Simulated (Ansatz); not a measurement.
**Work function of Pd(100): what the settings cost and change**

How far do cutoff, k-mesh and smearing move the work function of Pd(100)?

Program: Ansatz 0.2.0. Level of theory: plane-wave DFT, PBE, Ansatz PAW. Results are calculated unless marked as measured.

Experimental background.

For Pd (clean (100) face, a compiled value), “Anisotropic work function of elemental crystals” (2019, arxiv:1902.07811) quotes earlier work: work function (clean (100) face, a compiled value) 5.48 eV.

This is a report of a sequence of runs, with most program output left out.

### 1. Set-up

The cell holds 7 atoms: 7 Pd. Cell: a = 2.751 Å, b = 2.751 Å, c = 29.670 Å, α = 90.0°, β = 90.0°, γ = 90.0°. Vacuum lies along c.

### 2. Slab, setting cutoff 200 eV

A work function rests on the faint tail of the density, so the SCF threshold is tight. The cutoff is raised first; then mesh and smearing are varied at the default cutoff.

input.yaml reads:

```yaml
crystal:
  lattice:
    - [2.7506453788, 0.0, 0.0]
    - [0.0, 2.7506453788, 0.0]
    - [0.0, 0.0, 29.67]
  atoms:
    - { symbol: Pd, position: [0.0, 0.0, 0.3033367037] }
    - { symbol: Pd, position: [0.5, 0.5, 0.3688911358] }
    - { symbol: Pd, position: [0.0, 0.0, 0.4344455679] }
    - { symbol: Pd, position: [0.5, 0.5, 0.5] }
    - { symbol: Pd, position: [0.0, 0.0, 0.5655544321] }
    - { symbol: Pd, position: [0.5, 0.5, 0.6311088642] }
    - { symbol: Pd, position: [0.0, 0.0, 0.6966632963] }
kpoints:
  mp_grid: { grid: [15, 15, 1] }
hamiltonian:
  xc: pbe
scf:
  occupations: { method: fermi_dirac, width: 0.1 }
  convergence: { dr2_threshold: 1.0e-09 }
efield:
  axis: 3
  dipole_correction: true
  ramp_position: 0.97
  ramp_width: 0.06
basis:
  ecutwfc: "200 eV"
output:
  write_potential: true
  write_density: true
  volumetric_format: npy
  elf: true
```

Launch:

```sh
> ansatz run input.yaml --threads 2 --pin off --max-ram 3072MiB --backend cpu --events-out ev --progress --plain --runs-dir out
```

Elapsed: 22 s, on 2 threads of Arm Neoverse V2, shared host; peak memory 0.46 GiB.

Numbers from this step:

```
energy at zero smearing   : -48723.9144 eV
work function, upper face : 5.827 eV
```

Running mean over 1.945 Å of the planar mean; the ramp of the sawtooth is left out. The electron's electrostatic potential energy less the Fermi level by z:

| z (Å) | electron's electrostatic potential energy less the Fermi level (eV) |
| --- | --- |
| 4 | 5.69 |
| 5 | 5.59 |
| 6 | 5.42 |
| 7 | 4.77 |
| 8 | -1.48 |
| 9 | -7.81 |
| 10 | -8.18 |
| 11 | -8.30 |
| 12 | -8.36 |
| 13 | -8.36 |
| 14 | -8.35 |
| 15 | -8.35 |
| 16 | -8.35 |
| 17 | -8.36 |
| 18 | -8.35 |
| 19 | -8.26 |
| 20 | -8.15 |
| 21 | -6.94 |
| 22 | 1.69 |
| 23 | 5.13 |
| 24 | 5.49 |
| 25 | 5.63 |
| 26 | 5.72 |

Valence density in the ca plane at fractional y = 0.000, with atoms of Pd within 0.2 Å of it. It is the smooth field of the valence electrons, not physical close to the nuclei.

Ten even steps from '0' (0 e/Å³) to '9' (13 e/Å³), each cell a mean:
```
40000001687200000037851000001488300000000000
10000000243100000013420000000133100000000000
00000000000000000000000000000000000000000000
00000000000000000000000000000000000000000000
00000000000000000000000000000000000000000000
00000000121000000001210000000021000000000000
20000001465100000025640000000366200000000000
41000002798300000038961000001599400000000000
```
Columns run along c (16.0 Å, from fractional 0.33 to 0.87 of the cell), rows up along a (2.8 Å). Atoms in or near the plane, at fractional coordinates: Pd at (0.43, 0.00), Pd at (0.57, 0.00), Pd at (0.70, 0.00).

Electrostatic potential energy in the ca plane at fractional y = 0.000, with atoms of Pd within 0.2 Å of it. With pseudopotentials it is smooth inside the atoms' cores, unlike the true potential.

Ten even steps from '0' (-61 eV) to '9' (12 eV), each cell a mean:
```
37999986101589999840026999997300379999999999
68999997534799999964358999998633689999999999
89999999878899999987789999999877899999999999
99999999999999999999999999999999999999999999
99999999888999999998899999999988999999999999
79999998656899999986568999999755799999999999
48999996312589999852137999997411489999999999
37999985100489999830016999996200379999999999
```
Columns run along c (16.0 Å, from fractional 0.33 to 0.87 of the cell; values clipped at the 3rd and 97th percentile), rows up along a (2.8 Å). Atoms in or near the plane, at fractional coordinates: Pd at (0.43, 0.00), Pd at (0.57, 0.00), Pd at (0.70, 0.00).

ELF in the ca plane at fractional y = 0.000, with atoms of Pd within 0.2 Å of it. It is the smooth field of the valence electrons, not physical close to the nuclei.

Ten even steps from '0' (0.00) to '9' (0.52), each cell a mean:
```
96221238979932222498797221226988962100000000
73443535999625444269984343434899842000000000
33544542464245445335542544453355321000000000
34433444333354334533334433344333331000000000
24443443343244334423433543453234321000000000
53544543787435445347863454443688632000000000
95332326999833333389996232335999952100000000
96211138968941111497698211127967972100000000
```
Columns run along c (16.0 Å, from fractional 0.33 to 0.87 of the cell), rows up along a (2.8 Å). Atoms in or near the plane, at fractional coordinates: Pd at (0.43, 0.00), Pd at (0.57, 0.00), Pd at (0.70, 0.00).

The work function is 5.827 eV. The program marks this work function as in doubt.

### 3. Slab

Edit input.yaml of step 2 so:

```diff
@@ -26,3 +26,3 @@
 basis:
-  ecutwfc: "200 eV"
+  ecutwfc: "300 eV"
 output:
@@ -31,2 +31 @@
   volumetric_format: npy
-  elf: true
```

Elapsed: 30 s, on 2 threads; peak memory 0.62 GiB; 59 s of CPU time.

The work function is 5.096 eV, -0.731 eV from the run “cutoff 200 eV”, at 1.3 times its CPU time.

### 4. Slab

Edit input.yaml of step 3 so:

```diff
@@ -26,3 +26,3 @@
 basis:
-  ecutwfc: "300 eV"
+  ecutwfc: "420 eV"
 output:
```

Run time: 43 s. Hardware: 2 threads; peak memory 0.87 GiB; 85 s of CPU time.

The work function is 5.086 eV, -0.741 eV from the run “cutoff 200 eV”, at 1.9 times its CPU time.

### 5. Slab

Edit input.yaml of step 4 so:

```diff
@@ -26,3 +26,3 @@
 basis:
-  ecutwfc: "420 eV"
+  ecutwfc: "600 eV"
 output:
```

Run time: 73 s. Hardware: 2 threads; peak memory 1.3 GiB; 2.4 min of CPU time.

The work function is 5.085 eV, -0.000 eV from the run “cutoff 420 eV”, at 1.7 times its CPU time.

### 6. Slab

Edit input.yaml of step 5 so:

```diff
@@ -14,3 +14,3 @@
 kpoints:
-  mp_grid: { grid: [15, 15, 1] }
+  mp_grid: { grid: [3, 3, 1] }
 hamiltonian:
@@ -25,4 +25,2 @@
   ramp_width: 0.06
-basis:
-  ecutwfc: "600 eV"
 output:
```

Run time: 3.9 s. Hardware: 2 threads; peak memory 0.45 GiB.

The work function is 4.779 eV, -0.306 eV from the run “cutoff 420 eV”, at 0.090 times its CPU time.

### 7. Run

Edit input.yaml of step 6 so:

```diff
@@ -14,3 +14,3 @@
 kpoints:
-  mp_grid: { grid: [3, 3, 1] }
+  mp_grid: { grid: [5, 5, 1] }
 hamiltonian:
```

Wall time 8.3 s (2 threads); peak memory 0.47 GiB.

The work function is 5.070 eV, -0.016 eV from the run “cutoff 420 eV”, at 0.18 times its CPU time.

### 8. Slab

Edit input.yaml of step 7 so:

```diff
@@ -14,3 +14,3 @@
 kpoints:
-  mp_grid: { grid: [5, 5, 1] }
+  mp_grid: { grid: [10, 10, 1] }
 hamiltonian:
```

Run time: 23 s. Hardware: 2 threads; peak memory 0.67 GiB.

The work function is 5.088 eV, +0.002 eV from the run “cutoff 420 eV”, at 0.55 times its CPU time.

### 9. Run

Edit input.yaml of step 8 so:

```diff
@@ -14,3 +14,3 @@
 kpoints:
-  mp_grid: { grid: [10, 10, 1] }
+  mp_grid: { grid: [22, 22, 1] }
 hamiltonian:
```

It took 91 s on 2 threads; peak memory 1.4 GiB.

The work function is 5.086 eV, +0.001 eV from the run “cutoff 420 eV”, at 2.1 times its CPU time.

### 10. Run

Edit input.yaml of step 9 so:

```diff
@@ -14,3 +14,3 @@
 kpoints:
-  mp_grid: { grid: [22, 22, 1] }
+  mp_grid: { grid: [15, 15, 1] }
 hamiltonian:
@@ -18,3 +18,3 @@
 scf:
-  occupations: { method: fermi_dirac, width: 0.1 }
+  occupations: { method: gaussian, width: 0.05 }
   convergence: { dr2_threshold: 1.0e-09 }
```

Run time: 44 s. Hardware: 2 threads; peak memory 0.86 GiB.

The work function is 5.098 eV, +0.012 eV from the run “cutoff 420 eV”, at 1.0 times its CPU time.

### 11. Run

Edit input.yaml of step 10 so:

```diff
@@ -18,3 +18,3 @@
 scf:
-  occupations: { method: gaussian, width: 0.05 }
+  occupations: { method: methfessel_paxton, width: 0.2 }
   convergence: { dr2_threshold: 1.0e-09 }
```

Wall time 45 s (2 threads); peak memory 0.87 GiB; 88 s of CPU time.

The work function is 5.107 eV, +0.021 eV from the run “cutoff 420 eV”, at 1.0 times its CPU time.

### 12. Run

Edit input.yaml of step 11 so:

```diff
@@ -18,3 +18,3 @@
 scf:
-  occupations: { method: methfessel_paxton, width: 0.2 }
+  occupations: { method: fermi_dirac, width: 0.3 }
   convergence: { dr2_threshold: 1.0e-09 }
```

It took 48 s on 2 threads; peak memory 0.93 GiB; 95 s of CPU time.

The work function is 4.995 eV, -0.091 eV from the run “cutoff 420 eV”, at 1.1 times its CPU time.

### 13. Slab

Edit input.yaml of step 12 so:

```diff
@@ -18,3 +18,3 @@
 scf:
-  occupations: { method: fermi_dirac, width: 0.3 }
+  occupations: { method: cold, width: 0.1 }
   convergence: { dr2_threshold: 1.0e-09 }
```

Wall time 43 s (2 threads); peak memory 0.87 GiB; 85 s of CPU time.

The work function is 5.112 eV, +0.026 eV from the run “cutoff 420 eV”, at 1.0 times its CPU time.

### 14. Comparing the runs

Times are for 2 threads of Arm Neoverse V2, shared host. The series side by side:

| no. | setting | work function, upper face (eV) | time | memory (GiB) |
| --- | --- | --- | --- | --- |
| 1 | cutoff 200 eV | 5.827 | 22 s | 0.46 |
| 2 | cutoff 300 eV | 5.096 | 30 s | 0.62 |
| 3 | cutoff 420 eV | 5.086 | 43 s | 0.87 |
| 4 | cutoff 600 eV | 5.085 | 73 s | 1.3 |
| 5 | mesh 3x3 | 4.779 | 3.9 s | 0.45 |
| 6 | mesh 5x5 | 5.070 | 8.3 s | 0.47 |
| 7 | mesh 10x10 | 5.088 | 23 s | 0.67 |
| 8 | mesh 22x22 | 5.086 | 91 s | 1.4 |
| 9 | Gaussian smearing 0.05 eV | 5.098 | 44 s | 0.86 |
| 10 | methfessel_paxton smearing 0.2 eV | 5.107 | 45 s | 0.87 |
| 11 | fermi_dirac smearing 0.3 eV | 4.995 | 48 s | 0.93 |
| 12 | cold smearing 0.1 eV | 5.112 | 43 s | 0.87 |

### 15. A changed input

This step: plane-wave DFT, PBE, Ansatz PAW, but for the change named below (Ansatz 0.2.0).

An input spoilt on purpose, to show how the run answers: it repeats the earlier run “cutoff 200 eV” with magnetization to spin_polarized: true, spin_orbit: true and hamiltonian.pseudopotentials to kind: nc, and scf.max_iter set to 100; its output block differs too.

Edit input.yaml of step 13 so:

```diff
@@ -17,5 +17,7 @@
   xc: pbe
+  pseudopotentials: { kind: nc }
 scf:
-  occupations: { method: cold, width: 0.1 }
+  occupations: { method: fermi_dirac, width: 0.1 }
   convergence: { dr2_threshold: 1.0e-09 }
+  max_iter: 100
 efield:
@@ -25,2 +27,4 @@
   ramp_width: 0.06
+basis:
+  ecutwfc: "200 eV"
 output:
@@ -29 +33,4 @@
   volumetric_format: npy
+magnetization:
+  spin_polarized: true
+  spin_orbit: true
```

Run time: 0.01 s. Hardware: 2 threads; peak memory 0.06 GiB.

The program refused the input before any cycle.

The program's message: “Error: 2 input errors — fix all and re-run”

The fault put into the input: spin-orbit coupling asked of a collinear run on scalar files.

### 16. Results

```yaml
work_function_cutoff_200_ev: 5.827 eV
work_function_cutoff_420_ev: 5.086 eV
work_function_cutoff_600_ev: 5.085 eV
work_function_mesh_3x3: 4.779 eV
```

What this shows: The run at the highest cutoff gives 5.09 eV, and the settings tried spread the value from 4.78 to 5.83 eV. Against 600 eV, a cutoff of 200 eV is off by +0.741 eV. Against 600 eV, a cutoff of 420 eV is off by +0.000 eV. Against the finest mesh, 22 points along a, the coarser ones are off by -0.31 (3), -0.02 (5) and +0.00 (10) eV. The smearing schemes and widths spread it over 0.12 eV. The program marks the value as in doubt in “cutoff 200 eV”. The ladder's slabs use the tabulated experimental lattice constant (two decimals; a low-temperature value for the alkali metals). In 1 run of the series (cutoff 200 eV) the program warns that electrons reach the sawtooth's ramp, which makes dipole and work function less sure.

Computed beside measured:

```
                                               quantity  measured    cutoff 600 eV
work function (clean (100) face, a compiled value) (eV)      5.48  5.09 (-0.39 eV)
```

Measured values from arxiv:1902.07811 (2019).

How well it matches: The work function is off by -0.39 eV: a clear miss. The grades are ours: good and fair within 3 and 7 % for the work function. No cell relaxation is part of this session.

[Logs are printed without paths, hosts, clocks, repeated set-up lines and the standing remarks that a program may print on its own settings, such as how far it seeks lower states.]

[Hosts, paths, dates, database ids (printed as entryN), source tags and the programs' standing remarks are cut or masked in the printed files.]

[Maps of the electrostatic potential energy from Ansatz leave out the sawtooth potential of an applied field or a dipole correction, so their vacuum need not be flat; planar profiles and work functions include it.]
